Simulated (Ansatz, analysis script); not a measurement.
# Sr2NiWO6: E(q) by the generalised Bloch theorem, part 2 of 2

Does a spiral lie below the collinear start of Sr2NiWO6, and how stiff are the moments?

Ansatz 0.2.0; PBEsol with U = 6 eV on Ni d (ortho-atomic projectors), PAW set soft_1 (files made for PBE).

So far. Step 2 (Starting state): The run ends ferromagnetic, with a net moment of 2 μB a cell. With one Ni atom carrying the moment, parallel order of its images is forced by the cell, not found.

## 3. q = (0, 0, 0)

Level of this step: Ansatz DFT, spin spiral by the generalised Bloch theorem, no spin-orbit coupling; PBEsol+U, PAW set soft_1; PAW set soft_1 (Ansatz).

The reference is the same input at q = 0, so that basis and exchange-correlation form match those at other q. Every q is chosen so that q/2 is a mesh vector: every spiral then samples the k-points of q = 0, and much mesh noise cancels.

Input file input.yaml:

```yaml
crystal:
  lattice:
    - [-2.77855, 2.77855, 3.95655]
    - [2.77855, -2.77855, 3.95655]
    - [2.77855, 2.77855, -3.95655]
  atoms:
    - { symbol: Sr, position: [0.75, 0.25, 0.5] }
    - { symbol: Sr, position: [0.25, 0.75, 0.5] }
    - { symbol: Ni, position: [0.0, 0.0, 0.0], spin: 1.69, spin_axis: [1.0, 0.0, 0.0] }
    - { symbol: W, position: [0.5, 0.5, 0.0] }
    - { symbol: O, position: [0.227, 0.289, 0.516] }
    - { symbol: O, position: [0.289, 0.773, 0.062] }
    - { symbol: O, position: [0.773, 0.711, 0.484] }
    - { symbol: O, position: [0.711, 0.227, 0.938] }
    - { symbol: O, position: [0.255, 0.255, 0.0] }
    - { symbol: O, position: [0.745, 0.745, 0.0] }
kpoints:
  mp_grid: { grid: [8, 8, 8] }
hamiltonian:
  xc: pbesol
  hubbard:
    projectors: ortho-atomic
    sites: [{ species: Ni, l: d, u_eff: 6.0 }]
  pseudopotentials: { kind: paw, azcp: { folder: soft_1 }, xc_functional: pbe }
scf:
  occupations: { method: fermi_dirac, width: 0.05 }
  max_iter: 120
  convergence: { dr2_threshold: 1.0e-08 }
basis:
  ecutwfc: 420.0
magnetization:
  noncollinear: true
  spin_spiral: { q: [0.0, 0.0, 0.0] }
checkpoint:
  read: start
```

Started as:

```bash
> ansatz run input.yaml --threads 4 --pin off --max-ram 11264MiB --backend cpu --events-out ev --progress --plain --runs-dir out
```

Numbers of over 12 decimals in the logs are rounded to 6 here.

Log:

```text
Warning: magnetization.spin_spiral: disabling space-group detection — beside a Hubbard shell, its report or a lock it is not worked out which of the operations that keep the spiral keep those too, and one that does not would average them into another order's, and files of the run's orbitals state none, so no spatial operation reduces the k-mesh or symmetrises the density; of a planar spiral with no Hubbard correction or report and no files of its own orbitals, on a mesh that holds points beside their negatives, k and −k, whose spinors are each other's conjugates with the components exchanged, are solved as one point, and the moment along z is held at nought; [rest of the remark cut]
Warning: checkpoint.read: spin treatment differs: saved collinear, current noncollinear; the saved charge density seeds this run and the saved magnetisation is carried along the axis that this deck's starting moments share; the saved density holds an absolute magnetisation of 2.1e0 μB; saved orbitals are not carried; the saved PAW projector densities are carried along that axis; the saved DFT+U occupations are carried along that axis
Warning: checkpoint.read: magnetization.spin_spiral differs: saved none, current q = [0, 0, 0]; the saved state is no spin spiral's: the SCF starts from none of its orbitals and from its density, each atom's moment turned about z as a whole to its place on this deck's spiral. A spiral's own state at q: [0, 0, 0] serves better
[...]
Crystal: 10 atoms, lattice volume = 122.184 Å³
Basis set: ecut = 420 eV, 2421 PW (Γ)
Bands: 108, of which v1, the nominal top of the filled ones, is band 88 counted from 1 (87 counted from 0)
Symmetry: 1 space group operations
k-points: 512
Spin spiral: q = (0, 0, 0) of the reciprocal vectors; moments are told in the frame that turns with it, a site's in that at the site
[...]
SCF iter   1: F=—  HF=-26419.377924 eV  |F-HF|=—  |Δ(HF+E_count)|=         —  Δρ=2.20e-5  dr2=6.26e-7  dr2_m=2.16e-8  ethr=1.65e-6  |M|=2.00e0 ∫|m|=2.06e0 μB  |m|>n=0.0e0 m-floor=0.0e0 τ_xc=0.0e0 mc-row=0.0e0  β_m=0.30  ⟨swp⟩=4.3  Hψ=427101  notcnv=0  defer=2
eigensolver tolerance schedule: the retry pair's looser diagonalisation over-reported the residual by 2320.56 of it (diagonalisation noise at an unbounded share of the residual, at the tolerance the schedule requests for it); recorded, not acted on — ethr = c·dr2/N_el stays at c = 1.0e-1
[...]
spin=Noncollinear: Resta preconditioning applied to the charge; magnetization (m_x, m_y, m_z) channels mix plain (no charge-response kernel on spin).
SCF iter   2: F=—  HF=-26419.377773 eV  |F-HF|=—  |Δ(HF+E_count)|=   1.51e-4  Δρ=9.99e-6  dr2=1.19e-7  dr2_m=1.16e-8  ethr=7.11e-10  |M|=2.00e0 ∫|m|=2.06e0 μB  |m|>n=0.0e0 m-floor=0.0e0 τ_xc=5.7e-9 mc-row=0.0e0  β_m=0.42  ⟨swp⟩=3.7  Hψ=147537  notcnv=0  defer=2
[...]
SCF iter   5: F=-26419.377773 eV  HF=-26419.377773 eV  |F-HF|=2.08e-9  |Δ(HF+E_count)|=   2.42e-9  Δρ=1.61e-6  dr2=2.54e-9  dr2_m=2.55e-11  ethr=1.14e-11  |M|=2.00e0 ∫|m|=2.06e0 μB  |m|>n=0.0e0 m-floor=0.0e0 τ_xc=1.7e-10 mc-row=0.0e0  ⟨swp⟩=2.0  Hψ=135949  notcnv=0
SCF 1 converged in 5 iterations: F = -26419.377773 eV  dr2 = 2.54e-9
[...]
SCF converged after 5 iterations
Magnetization: |M| = 2.0000 μB,  M = (+2.0000, -0.0000, -0.0000) μB
Absolute magnetization: 2.0518 μB (∫|m|, with the PAW one-centre terms)
  site 0: m = (-0.0009, -0.0000, +0.0000) μB, |m| = 0.0009 μB  (R = 1.08 Å)
  site 1: m = (-0.0009, +0.0000, +0.0000) μB, |m| = 0.0009 μB  (R = 1.08 Å)
  site 2: m = (+1.6939, -0.0000, -0.0000) μB, |m| = 1.6939 μB  (R = 0.83 Å)
  site 3: m = (+0.0218, -0.0000, +0.0000) μB, |m| = 0.0218 μB  (R = 0.79 Å)
  site 4: m = (+0.0353, +0.0000, -0.0000) μB, |m| = 0.0353 μB  (R = 0.79 Å)
  site 5: m = (+0.0353, +0.0000, +0.0000) μB, |m| = 0.0353 μB  (R = 0.79 Å)
  site 6: m = (+0.0353, -0.0000, -0.0000) μB, |m| = 0.0353 μB  (R = 0.79 Å)
  site 7: m = (+0.0353, +0.0000, +0.0000) μB, |m| = 0.0353 μB  (R = 0.79 Å)
  site 8: m = (+0.0348, +0.0000, -0.0000) μB, |m| = 0.0348 μB  (R = 0.80 Å)
  site 9: m = (+0.0348, -0.0000, +0.0000) μB, |m| = 0.0348 μB  (R = 0.80 Å)
Free energy (F): -26419.377773 eV
[...]
Internal energy: -26419.377773 eV  (E = F + TS)
E sigma→0 (E₀):  -26419.377773 eV
Fermi energy:    11.745870 eV
[...]
```

The job ended after 8 min (4 threads of Arm Neoverse V2, shared host; peak memory 10 GiB).

The largest moment is 1.69 μB, against 1.69 μB in the collinear run.

## 4. q = (0, 0, 0.25)

Only q changes. The cell stays that of the crystal, since the generalised Bloch theorem carries the rotation from cell to cell.

input.yaml, as its differences from that of step 3:

```diff
@@ -32,3 +32,3 @@
   noncollinear: true
-  spin_spiral: { q: [0.0, 0.0, 0.0] }
+  spin_spiral: { q: [0.0, 0.0, 0.25] }
 checkpoint:
```

Log:

```text
[...]
Crystal: 10 atoms, lattice volume = 122.184 Å³
Basis set: ecut = 420 eV, 2421 PW (Γ)
Bands: 108, of which v1, the nominal top of the filled ones, is band 88 counted from 1 (87 counted from 0)
Symmetry: 1 space group operations
k-points: 512
[...]
SCF iter   8: F=-26419.383341 eV  HF=-26419.383341 eV  |F-HF|=3.00e-9  |Δ(HF+E_count)|=  3.82e-10  Δρ=1.99e-6  dr2=3.99e-9  dr2_m=1.88e-10  ethr=1.14e-11  |M|=1.94e0 ∫|m|=2.04e0 μB  |m|>n=0.0e0 m-floor=0.0e0 τ_xc=1.6e-3 mc-row=0.0e0  ⟨swp⟩=3.3  Hψ=147736  notcnv=0
SCF 1 converged in 8 iterations: F = -26419.383341 eV  dr2 = 3.99e-9
[...]
SCF converged after 8 iterations
Magnetization: |M| = 1.9396 μB,  M = (+1.9396, +0.0000, +0.0000) μB
Absolute magnetization: 2.0333 μB (∫|m|, with the PAW one-centre terms)
  site 0: m = (-0.0006, -0.0000, -0.0000) μB, |m| = 0.0006 μB  (R = 1.08 Å)
  site 1: m = (-0.0006, +0.0000, +0.0000) μB, |m| = 0.0006 μB  (R = 1.08 Å)
  site 2: m = (+1.6909, +0.0000, +0.0000) μB, |m| = 1.6909 μB  (R = 0.83 Å)
  site 3: m = (+0.0145, -0.0000, +0.0000) μB, |m| = 0.0145 μB  (R = 0.79 Å)
  site 4: m = (+0.0196, -0.0215, +0.0000) μB, |m| = 0.0292 μB  (R = 0.79 Å)
  site 5: m = (+0.0344, -0.0044, +0.0000) μB, |m| = 0.0347 μB  (R = 0.79 Å)
  site 6: m = (+0.0196, +0.0215, +0.0000) μB, |m| = 0.0292 μB  (R = 0.79 Å)
  site 7: m = (+0.0344, +0.0044, -0.0000) μB, |m| = 0.0347 μB  (R = 0.79 Å)
  site 8: m = (+0.0355, -0.0000, +0.0000) μB, |m| = 0.0355 μB  (R = 0.80 Å)
  site 9: m = (+0.0355, +0.0000, -0.0000) μB, |m| = 0.0355 μB  (R = 0.80 Å)
Free energy (F): -26419.383341 eV
[...]
Internal energy: -26419.383341 eV  (E = F + TS)
E sigma→0 (E₀):  -26419.383341 eV
Fermi energy:    11.741474 eV
[...]
```

Elapsed: 10 min, on 4 threads; peak memory 11 GiB; 41 min of CPU time.

The energy of the cell lies 5.57 meV below that at q = 0, and the largest moment is 1.69 μB against 1.69 μB.

## 5. q = (0, 0, 0.5)

input.yaml, as its differences from that of step 4:

```diff
@@ -32,3 +32,3 @@
   noncollinear: true
-  spin_spiral: { q: [0.0, 0.0, 0.25] }
+  spin_spiral: { q: [0.0, 0.0, 0.5] }
 checkpoint:
```

Log:

```text
[...]
Crystal: 10 atoms, lattice volume = 122.184 Å³
Basis set: ecut = 420 eV, 2421 PW (Γ)
Bands: 108, of which v1, the nominal top of the filled ones, is band 88 counted from 1 (87 counted from 0)
Symmetry: 1 space group operations
k-points: 512
[...]
site 6: m = (-0.0018, +0.0365, -0.0000) μB, |m| = 0.0365 μB  (R = 0.79 Å)
  site 7: m = (+0.0339, +0.0067, +0.0000) μB, |m| = 0.0345 μB  (R = 0.79 Å)
  site 8: m = (+0.0367, +0.0000, +0.0000) μB, |m| = 0.0367 μB  (R = 0.80 Å)
  site 9: m = (+0.0367, +0.0000, +0.0000) μB, |m| = 0.0367 μB  (R = 0.80 Å)
Free energy (F): -26419.378872 eV
[...]
Internal energy: -26419.378872 eV  (E = F + TS)
E sigma→0 (E₀):  -26419.378872 eV
Fermi energy:    11.758745 eV
[...]
[key lines of the parts left out:]
SCF converged after 8 iterations
Magnetization: |M| = 1.8566 μB,  M = (+1.8566, +0.0000, +0.0000) μB
```

The job ended after 12 min (4 threads; peak memory 11 GiB).

The energy of the cell lies 1.10 meV below that at q = 0, and the largest moment is 1.69 μB against 1.69 μB.

## 6. q = (0, 0.5, 0)

input.yaml, as its differences from that of step 5:

```diff
@@ -32,3 +32,3 @@
   noncollinear: true
-  spin_spiral: { q: [0.0, 0.0, 0.5] }
+  spin_spiral: { q: [0.0, 0.5, 0.0] }
 checkpoint:
```

Log:

```text
[...]
Crystal: 10 atoms, lattice volume = 122.184 Å³
Basis set: ecut = 420 eV, 2421 PW (Γ)
Bands: 108, of which v1, the nominal top of the filled ones, is band 88 counted from 1 (87 counted from 0)
Symmetry: 1 space group operations
k-points: 512
[...]
site 6: m = (+0.0183, +0.0235, -0.0000) μB, |m| = 0.0298 μB  (R = 0.79 Å)
  site 7: m = (+0.0209, -0.0181, -0.0000) μB, |m| = 0.0277 μB  (R = 0.79 Å)
  site 8: m = (+0.0198, -0.0205, -0.0000) μB, |m| = 0.0285 μB  (R = 0.80 Å)
  site 9: m = (+0.0198, +0.0205, -0.0000) μB, |m| = 0.0285 μB  (R = 0.80 Å)
Free energy (F): -26419.393868 eV
[...]
Internal energy: -26419.393868 eV  (E = F + TS)
E sigma→0 (E₀):  -26419.393868 eV
Fermi energy:    11.603819 eV
[...]
[key lines of the parts left out:]
SCF converged after 10 iterations
Magnetization: |M| = 1.8242 μB,  M = (+1.8242, -0.0000, -0.0000) μB
```

It took 15 min on 4 threads; peak memory 11 GiB; 60 min of CPU time.

The energy of the cell lies 16.1 meV below that at q = 0, and the largest moment is 1.68 μB against 1.69 μB.

## 7. q = (0.25, 0.25, 0.25)

input.yaml, as its differences from that of step 6:

```diff
@@ -32,3 +32,3 @@
   noncollinear: true
-  spin_spiral: { q: [0.0, 0.5, 0.0] }
+  spin_spiral: { q: [0.25, 0.25, 0.25] }
 checkpoint:
```

Log:

```text
[...]
Crystal: 10 atoms, lattice volume = 122.184 Å³
Basis set: ecut = 420 eV, 2421 PW (Γ)
Bands: 108, of which v1, the nominal top of the filled ones, is band 88 counted from 1 (87 counted from 0)
Symmetry: 1 space group operations
k-points: 512
[...]
site 6: m = (-0.0018, +0.0352, -0.0000) μB, |m| = 0.0353 μB  (R = 0.79 Å)
  site 7: m = (+0.0346, +0.0068, -0.0000) μB, |m| = 0.0353 μB  (R = 0.79 Å)
  site 8: m = (+0.0201, -0.0208, +0.0000) μB, |m| = 0.0289 μB  (R = 0.80 Å)
  site 9: m = (+0.0201, +0.0208, +0.0000) μB, |m| = 0.0289 μB  (R = 0.80 Å)
Free energy (F): -26419.384407 eV
[...]
Internal energy: -26419.384407 eV  (E = F + TS)
E sigma→0 (E₀):  -26419.384407 eV
Fermi energy:    11.714612 eV
[...]
[key lines of the parts left out:]
SCF converged after 9 iterations
Magnetization: |M| = 1.7974 μB,  M = (+1.7974, -0.0000, +0.0000) μB
```

The job ended after 13 min (4 threads; peak memory 11 GiB).

The energy of the cell lies 6.63 meV below that at q = 0, and the largest moment is 1.69 μB against 1.69 μB.

The other 1 runs of this kind were made alike; their results stand in the table below.

## 8. Another try

A test of how the program answers to a changed input.

input.yaml, as its differences from that of step 7:

```diff
@@ -26,3 +26,3 @@
   occupations: { method: fermi_dirac, width: 0.05 }
-  max_iter: 120
+  max_iter: 100
   convergence: { dr2_threshold: 1.0e-08 }
@@ -32,4 +32,2 @@
   noncollinear: true
-  spin_spiral: { q: [0.25, 0.25, 0.25] }
-checkpoint:
-  read: start
+  spin_spiral: { q: [1.5, 0, 0] }
```

Log:

```text
Error: invalid value for `magnetization.spin_spiral.q`: must have each fraction of a reciprocal vector in [−1, 1]; got [1.5, 0.0, 0.0]
```

It took 0.02 s on 4 threads; peak memory 0.033 GiB.

The program refused the input before any cycle.

The program's message: “Error: invalid value for `magnetization.spin_spiral.q`: must have each fraction of a reciprocal vector in [−1, 1]; got [1.5, 0.0, 0.0]”

The change that led to it: magnetization = {"spin_spiral": {"q": [1.5, 0, 0]}}.

## 9. Side runs that gave no result

| changed | outcome |
| --- | --- |
| none (memory cap of the command) | refused or stopped by the program |

## 10. The spirals together

| q (reciprocal lattice) | path length (1/Å) | E(q) − E(0) (meV a magnetic atom) | \|m\| Ni no. 3 (μB) |
| --- | --- | --- | --- |
| (0, 0, 0) | 0.000 | 0.00 | 1.69 |
| (0, 0, 0.25) | 0.400 | -5.57 | 1.69 |
| (0, 0, 0.5) | 0.799 | -1.10 | 1.69 |
| (0.25, 0.25, 0.25) | 1.197 | -6.63 | 1.69 |
| (0, 0.5, 0) | 1.762 | -16.10 | 1.68 |
| (0, 0.25, 0) | 2.107 | -8.11 | 1.69 |
| (0, 0, 0) | 2.453 | 0.00 | 1.69 |

## 11. Outcome

```yaml
lowest_point_of_the_path: q = (0, 0.5, 0), -16.1 meV a magnetic atom from q = 0
highest_point: 0 meV a magnetic atom
```

What this shows: The state at q = (0, 0.5, 0) lies 16.1 meV a magnetic atom below the ferromagnetic start, so that start is not the lowest state; a flat spiral with q made of halves, on one magnetic atom a cell, is a collinear order of a doubled cell. The moments change by at most 1 % from their size at q = 0, so they are well localised. Computed site moments are spin alone, inside a sphere; measured ones hold the orbital part and are lowered by fluctuations. Where the measured value is a saturation moment an atom, the cell's net moment is the closer match: 2 μB a magnetic atom. No spin model is given, since neighbours at nearly equal distances can't be told apart by these points. The 6 spiral runs took 68 min of wall time, added up.

Calculation against experiment:

| quantity | measured | PBEsol with U = 6 eV on Ni d (ortho-atomic projectors), PAW set soft_1 (files made for PBE) |
| --- | --- | --- |
| moment (Ni) (μB) | 1.9 | 1.69 (-10.8 %) |

Measured values from arxiv:2303.14370 (2023).

How well it matches: The moment is off by -10.8 %. No cell relaxation is part of this session.

[Logs and program files are shortened in this print: banners, set-up blocks, solver, clock and traceback lines can be left out without a mark of their own.]

[Logs are printed without paths, hosts, clocks, repeated set-up lines and the standing remarks that a program may print on its own settings, such as how far it seeks lower states.]

[Hosts, paths, dates, database ids (printed as entryN), source tags and the programs' standing remarks are cut or masked in the printed files.]
